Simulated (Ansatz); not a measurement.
# A hypothetical structure for CaCr2Ni2, part 2 of 2

Starting from a made-up structure for CaCr2Ni2, the aim is the relaxed cell, its shortest contacts and, where a second run follows, its electronic structure.

Ansatz 0.2.0; DFT, PBE, plane-wave PAW, files of the set soft_1, scalar-relativistic, ferromagnetic start, cell and ions relaxed at zero pressure; PAW set soft_1 (the session's first sound run).

So far: The starting structure; Relaxation of the guess. The relaxed cell has a = 3.969, c = 10.379 Å (conventional setting).

In doubt: warnings of the run leave room for a lower electronic state, so energies may not be the lowest and differences between runs may mislead.

**3. Bands of the relaxed cell**

A second self-consistent run takes a narrower smearing and the mesh shown in its input; the bands follow along the standard path of the relaxed lattice.

This step: DFT, PBE, plane-wave PAW, files of the set soft_1, scalar-relativistic, ferromagnetic start, bands and density of states at the relaxed cell; PAW set soft_1 (Ansatz 0.2.0).

The input, input.yaml:

```yaml
crystal:
  lattice:
    - [-1.9846503433, 1.9846503433, 5.1895434346]
    - [1.9846503433, -1.9846503433, 5.1895434346]
    - [1.9846503433, 1.9846503433, -5.1895434346]
  atoms:
    - { symbol: Ni, position: [0.6161740926, 0.6161740926, 0.0], spin: 0.3 }
    - { symbol: Ni, position: [0.3838259074, 0.3838259074, 0.0], spin: 0.3 }
    - { symbol: Cr, position: [0.75, 0.25, 0.5], spin: 2.2 }
    - { symbol: Cr, position: [0.25, 0.75, 0.5], spin: 2.2 }
    - { symbol: Ca, position: [0.0, 0.0, 0.0] }
magnetization:
  spin_polarized: true
kpoints:
  mp_grid: { grid: [12, 12, 12] }
  band_path:
    path:
      - [[0.0, 0.0, 0.0], [-0.5, 0.5, 0.0], [-0.5, 0.5, -0.07312733], [-0.28656366, 0.28656366, -0.28656366], [0.0, 0.0, 0.0], [0.5, 0.5, -0.5], [0.28656366, 0.71343634, -0.71343634], [0.0, 0.5, -0.5], [-0.25, 0.75, -0.25], [0.07312733, 0.92687267, -0.5], [0.5, 0.5, -0.5]]
      - [[-0.5, 0.5, 0.0], [-0.25, 0.75, -0.25]]
    npoints: 7
scf:
  occupations: { method: fermi_dirac, width: 0.03 }
  n_extra_bands: 12
hamiltonian:
  xc: pbe
  pseudopotentials: { kind: paw, azcp: { folder: soft_1 } }
output:
  forces: true
  stress: true
  write_bands: true
  dos: { projected: true }
  write_density: true
  write_potential: true
  elf: true
  volumetric_format: npy
```

Started as:

```sh
$ ansatz run input.yaml --threads 4 --pin off --max-ram 8192MiB --backend cpu --events-out ev --progress --plain --runs-dir out
```

Numbers of over 12 decimals in the logs are rounded to 6 here.

Output:

```text
[...]
Crystal: 5 atoms, lattice volume = 81.763 Å³
Basis set: ecut = 420 eV, 1597 PW (Γ), exchange–correlation on 80×80×80 points (8 copies of the dense FFT grid, shifted against one another)
Bands: 49, of which v1, the nominal top of the filled ones, is band 37 counted from 1 (36 counted from 0)
Symmetry: 16 space group operations
[...]
k-points: 163 of 1728
[...]
Starting moments: Σ|m| = 5 μB on 4 of 5 sites
[...]
SCF iter   1: F=—  HF=-20252.866770 eV  |F-HF|=—  |Δ(HF+E_count)|=         —  Δρ=1.45e-1 (↑1.45e-1 ↓6.74e-2)  dr2=3.67e1  dr2_m=2.03e0  M=2.639 μB ∫|m|=2.751 μB  β_m=0.30  ethr=3.10e-3  ⟨swp⟩=7.4  Hψ=66376  notcnv=0  defer=3
[...]
SCF iter  15: F=-20250.231667 eV  HF=-20250.231667 eV  |F-HF|=3.85e-8  |Δ(HF+E_count)|=   1.50e-9  Δρ=4.09e-6 (↑2.98e-6 ↓4.09e-6)  dr2=4.18e-8  dr2_m=3.81e-10  M=5.962 μB ∫|m|=6.079 μB  ethr=5.13e-11  ⟨swp⟩=11.4  Hψ=95135  notcnv=0
SCF 1 converged in 15 iterations: F = -20250.231667 eV  dr2 = 4.18e-8
[...]
NSCF: frozen V_eff on 79 k-points
SCF converged after 15 iterations
Magnetization: 5.9622 μB (39.9811 up, 34.0189 down)
Absolute magnetization: 6.0829 μB (∫|ρ↑−ρ↓|, with the PAW one-centre terms)
[...]
Per-site moments (μB) at R_I (Å): [(0.347808, 0.994769), (0.347808, 0.994769), (2.266874, 0.999249), (2.266874, 0.999249), (0.029288, 1.260090)]
Free energy (F): -20250.231667 eV
[...]
Internal energy: -20250.210961 eV  (E = F + TS)
E sigma→0 (E₀):  -20250.221314 eV
Entropy (-TS):   -0.020706 eV (-4.141 meV/atom)
Fermi energy:    12.634207 eV
[...]
--- Forces (eV/Å), atoms counted from 1 ---
  atom   1  Ni     0.00000000     0.00000000    -0.02150011
  atom   2  Ni     0.00000000     0.00000000     0.02150011
  atom   3  Cr     0.00000000    -0.00000000     0.00000000
  atom   4  Cr     0.00000000     0.00000000     0.00000000
  atom   5  Ca    -0.00000000     0.00000000     0.00000000
  max |Σ_I F_I| component: 6.94e-18 eV/Å
--- Stress (GPa, compression-positive) ---
        0.053672       0.000000       0.000000
        0.000000       0.053672       0.000000
        0.000000       0.000000       0.208041
  P = ⅓ Tr σ = 0.1051 GPa (1.051 kbar)
--- Band table (eV; the first three rows and the last of 326) ---
  k-point 0 ↑: bands = [... 33 lower, 11.2363, 11.2363, 11.4360, 12.4132, 12.4132, 12.6838, 13.0095, 13.2961, ... 8 higher]
  k-point 1 ↑: bands = [... 33 lower, 11.1342, 11.2175, 11.4751, 12.3221, 12.3527, 12.6917, 12.9884, 13.0796, ... 8 higher]
  k-point 2 ↑: bands = [... 33 lower, 10.9349, 11.2226, 11.5621, 12.0996, 12.2510, 12.5025, 12.8438, 12.9065, ... 8 higher]
  k-point 162 ↓: bands = [... 33 lower, 12.9844, 12.9844, 13.1174, 13.9991, 14.2829, 14.4254, 14.4254, 14.8974, ... 8 higher]
```

Run time: 26 s. Hardware: 4 threads of AMD EPYC 9R14 (Zen 4), shared host; peak memory 1.2 GiB; 97 s of CPU time.

This step gave:

- free energy: -20250.2317 eV
- energy at zero smearing: -20250.2213 eV
- smearing term TS: 0.02071 eV
- Fermi energy: 12.63 eV
- magnetization: 5.962 μB
- absolute magnetization: 6.083 μB
- site moments: 0.3478, 0.3478, 2.267, 2.267, 0.02929 μB
- pressure: 0.1051 GPa

From bands.tsv, the bands that come nearest the Fermi level along the path, at its corners, in eV from the Fermi level:

```
point  band_36_up  band_37_up  band_38_up  band_39_up  band_40_up  band_41_up  band_33_dn  band_34_dn
    Γ       -0.22       -0.22        0.05        0.38        0.66        0.80        0.03        0.03
    X       -0.45       -0.42        0.06        0.12        0.30        0.33       -0.46        0.44
    Y       -0.66       -0.27       -0.11       -0.04        0.03        0.19       -0.28        0.30
    S       -0.81       -0.54       -0.39       -0.39       -0.22        0.01       -0.26        0.18
    Γ       -0.22       -0.22        0.05        0.38        0.66        0.80        0.03        0.03
    Z       -0.33       -0.33       -0.18        0.00        0.47        0.66        0.35        0.35
   S1       -0.81       -0.54       -0.39       -0.39       -0.22        0.01       -0.26        0.18
    N       -0.74       -0.62       -0.50       -0.28       -0.23        0.08       -0.77        0.34
    P       -0.25       -0.23       -0.02       -0.02        0.31        0.32       -1.01        0.69
   Y1       -0.66       -0.27       -0.11       -0.04        0.03        0.19       -0.28        0.30
    Z       -0.33       -0.33       -0.18        0.00        0.47        0.66        0.35        0.35
    X       -0.45       -0.42        0.06        0.12        0.30        0.33       -0.46        0.44
    P       -0.25       -0.23       -0.02       -0.02        0.31        0.32       -1.01        0.69
```

Site moment by atom:

| atom | site moment (μB) |
| --- | --- |
| Ni1 | 0.35 |
| Ni2 | 0.35 |
| Cr3 | 2.27 |
| Cr4 | 2.27 |
| Ca5 | 0.03 |

Spin density in the ac plane of the conventional cell at fractional y = 0.000, with atoms of Ni and Cr and Ca within 0.2 Å of it.

Values in e/Å³, 24 rows by 14 columns, each cell a mean:
```
0.0 0.0 0.0 0.0 0.0 0.0 0.0 0.0 0.0 0.0 0.0 0.0 0.0 0.0
0.0 0.0 0.0 0.0 0.0 0.0 0.0 0.0 0.0 0.0 0.0 0.0 0.0 0.0
0.0 0.0 0.0 0.0 0.0 0.0 0.0 0.0 0.0 0.0 0.0 0.0 0.0 0.0
0.0 0.0 0.0 0.0 0.1 0.1 0.1 0.2 0.1 0.1 0.0 0.0 0.0 0.0
0.0 0.0 0.0 0.0 0.1 0.4 0.8 1.0 0.6 0.2 0.1 0.0 0.0 0.0
0.0 0.0 0.0 0.0 0.2 0.8 2.3 3.0 1.7 0.5 0.1 0.0 0.0 0.0
0.0 0.0 0.0 0.0 0.2 0.7 1.8 2.3 1.3 0.4 0.1 0.0 0.0 0.0
0.1 0.0 0.0 0.0 0.1 0.2 0.4 0.5 0.3 0.1 0.0 0.0 0.0 0.1
0.9 0.3 0.0 0.0 0.0 0.1 0.1 0.1 0.1 0.0 0.0 0.0 0.1 0.6
0.9 0.3 0.0 0.0 0.0 0.0 0.0 0.0 0.0 0.0 0.0 0.0 0.1 0.6
0.1 0.0 0.0 0.0 0.0 0.0 0.0 0.0 0.0 0.0 0.0 0.0 0.0 0.1
0.0 0.0 0.0 0.0 0.0 0.0 0.0 0.0 0.0 0.0 0.0 0.0 0.0 0.0
0.0 0.0 0.0 0.0 0.0 0.0 0.0 0.0 0.0 0.0 0.0 0.0 0.0 0.0
0.3 0.1 0.0 0.0 0.0 0.0 0.0 0.0 0.0 0.0 0.0 0.0 0.0 0.2
1.2 0.4 0.0 0.0 0.0 0.0 0.0 0.0 0.0 0.0 0.0 0.0 0.1 0.8
0.5 0.2 0.0 0.0 0.0 0.1 0.1 0.2 0.1 0.1 0.0 0.0 0.0 0.3
0.0 0.0 0.0 0.0 0.1 0.4 0.8 1.0 0.6 0.2 0.1 0.0 0.0 0.0
0.0 0.0 0.0 0.0 0.2 0.9 2.3 3.0 1.7 0.5 0.1 0.0 0.0 0.0
0.0 0.0 0.0 0.0 0.2 0.7 1.8 2.3 1.3 0.4 0.1 0.0 0.0 0.0
0.0 0.0 0.0 0.0 0.1 0.2 0.4 0.5 0.3 0.2 0.1 0.0 0.0 0.0
0.0 0.0 0.0 0.0 0.0 0.1 0.1 0.1 0.1 0.0 0.0 0.0 0.0 0.0
0.0 0.0 0.0 0.0 0.0 0.0 0.0 0.0 0.0 0.0 0.0 0.0 0.0 0.0
0.0 0.0 0.0 0.0 0.0 0.0 0.0 0.0 0.0 0.0 0.0 0.0 0.0 0.0
0.0 0.0 0.0 0.0 0.0 0.0 0.0 0.0 0.0 0.0 0.0 0.0 0.0 0.0
```
Columns run along a (4.0 Å), rows up along c (10.4 Å), edges of the conventional cell, whose origin can differ from the input's. Atoms in or near the plane, at fractional coordinates: Ni at (0.00, 0.62), Ni at (0.00, 0.38), Cr at (0.50, 0.75), Cr at (0.50, 0.25), Ca at (0.00, 0.00).

ELF in the ac plane of the conventional cell at fractional y = 0.000, with atoms of Ni and Cr and Ca within 0.2 Å of it. It is the smooth field of the valence electrons, not physical close to the nuclei.

Values, 24 rows by 14 columns, each cell a mean:
```
0.82 0.83 0.78 0.42 0.08 0.09 0.19 0.22 0.15 0.07 0.16 0.61 0.82 0.83
0.72 0.63 0.43 0.15 0.09 0.18 0.28 0.30 0.25 0.14 0.08 0.25 0.53 0.68
0.18 0.15 0.09 0.11 0.18 0.24 0.26 0.27 0.26 0.23 0.15 0.09 0.11 0.17
0.17 0.19 0.20 0.18 0.17 0.18 0.21 0.22 0.20 0.17 0.18 0.20 0.19 0.18
0.38 0.36 0.28 0.15 0.17 0.34 0.50 0.54 0.44 0.26 0.13 0.20 0.32 0.38
0.41 0.40 0.31 0.15 0.26 0.56 0.80 0.86 0.71 0.44 0.17 0.21 0.36 0.41
0.23 0.27 0.31 0.22 0.25 0.49 0.71 0.77 0.63 0.39 0.21 0.27 0.30 0.25
0.31 0.25 0.23 0.27 0.24 0.27 0.35 0.38 0.32 0.25 0.26 0.25 0.23 0.29
0.84 0.59 0.28 0.22 0.30 0.28 0.22 0.21 0.25 0.30 0.26 0.22 0.39 0.74
0.86 0.62 0.28 0.18 0.27 0.35 0.33 0.31 0.34 0.33 0.22 0.19 0.39 0.75
0.34 0.27 0.19 0.20 0.28 0.32 0.30 0.28 0.31 0.31 0.25 0.18 0.21 0.31
0.25 0.26 0.28 0.31 0.33 0.29 0.23 0.21 0.26 0.31 0.33 0.30 0.27 0.25
0.24 0.23 0.23 0.27 0.31 0.30 0.25 0.23 0.27 0.31 0.30 0.25 0.23 0.23
0.53 0.38 0.21 0.18 0.27 0.33 0.32 0.31 0.33 0.32 0.22 0.18 0.27 0.47
0.95 0.69 0.30 0.19 0.29 0.34 0.29 0.28 0.32 0.34 0.23 0.21 0.44 0.84
0.64 0.46 0.25 0.24 0.28 0.25 0.23 0.22 0.22 0.26 0.28 0.23 0.30 0.55
0.21 0.22 0.25 0.26 0.24 0.35 0.49 0.53 0.44 0.29 0.23 0.27 0.23 0.21
0.31 0.33 0.32 0.19 0.27 0.55 0.79 0.86 0.71 0.43 0.19 0.25 0.35 0.32
0.43 0.40 0.30 0.14 0.23 0.50 0.72 0.77 0.65 0.39 0.16 0.20 0.36 0.42
0.31 0.31 0.26 0.17 0.15 0.24 0.35 0.38 0.32 0.20 0.14 0.21 0.28 0.31
0.11 0.12 0.14 0.17 0.19 0.20 0.20 0.20 0.20 0.19 0.18 0.16 0.13 0.12
0.37 0.30 0.16 0.09 0.15 0.24 0.30 0.31 0.28 0.21 0.11 0.11 0.21 0.34
0.82 0.77 0.61 0.23 0.07 0.14 0.24 0.27 0.20 0.10 0.11 0.41 0.70 0.79
0.79 0.84 0.82 0.48 0.09 0.08 0.16 0.20 0.13 0.06 0.20 0.68 0.84 0.82
```
Columns run along a (4.0 Å), rows up along c (10.4 Å), edges of the conventional cell, whose origin can differ from the input's. Atoms in or near the plane, at fractional coordinates: Ni at (0.00, 0.62), Ni at (0.00, 0.38), Cr at (0.50, 0.75), Cr at (0.50, 0.25), Ca at (0.00, 0.00).

Electrostatic potential energy in the ac plane of the conventional cell at fractional y = 0.000, with atoms of Ni and Cr and Ca within 0.2 Å of it. With pseudopotentials it is smooth inside the atoms' cores, unlike the true potential.

Ten even steps from '0' (-25 eV) to '9' (16 eV), each cell a mean:
```
00268999997400
23689999998753
88899999999988
99998876789999
99986311247999
99983123115899
88984112126898
44687532468754
96368888898448
96369999998448
44689999999754
78999999999988
66899999999976
54489999999645
98369999998449
75478876788536
56786311247875
99983123115899
99984112126999
99997532468999
99999888899999
67889999999876
01478999998631
00158999997300
```
Columns run along a (4.0 Å; values clipped at the 3rd and 97th percentile), rows up along c (10.4 Å), edges of the conventional cell, whose origin can differ from the input's. Atoms in or near the plane, at fractional coordinates: Ni at (0.00, 0.62), Ni at (0.00, 0.38), Cr at (0.50, 0.75), Cr at (0.50, 0.25), Ca at (0.00, 0.00).

**4. Outcome**

| Property | Result |
| --- | --- |
| space group, relaxed | I4/mmm |
| conventional cell | a = 3.969, b = 3.969, c = 10.379 Å; α = 90.0°, β = 90.0°, γ = 90.0° |
| volume per atom | 16.35 Å³ (guess 14.84) |
| total moment | 5.90 μB in the cell of 5 atoms |

What this shows: CaCr2Ni2 relaxes to I4/mmm with a = 3.969, b = 3.969 and c = 10.379 Å. The guessed volume was 9 % too small. The space group I4/mmm was held in the relaxation, so the end point is a stationary structure within it and may be a saddle against distortions or other arrangements. The input starts from parallel moments, and no other start was typed. The electronic state may lie above the lowest one. Bands cross the Fermi level, so it is a metal or semimetal at this level. On the 12×12×12 mesh with the narrower smearing (relaxed on 10×10×10) the largest force component is 0.022 eV/Å and the largest stress component is 0.208 GPa, against the relaxation's thresholds of 0.015 eV/Å and 0.05 GPa. The cutoff wasn't tested. No dispersion term is used, so weakly bound directions may come out too long. The program estimates, without running it, that another magnetic order lies lower than the one relaxed here. Nothing here tests whether the compound is stable against decomposition.

[Logs are printed without paths, hosts, clocks, repeated set-up lines and the standing remarks that a program may print on its own settings, such as how far it seeks lower states.]

[Hosts, paths, dates, database ids (printed as entryN), source tags and the programs' standing remarks are cut or masked in the printed files.]
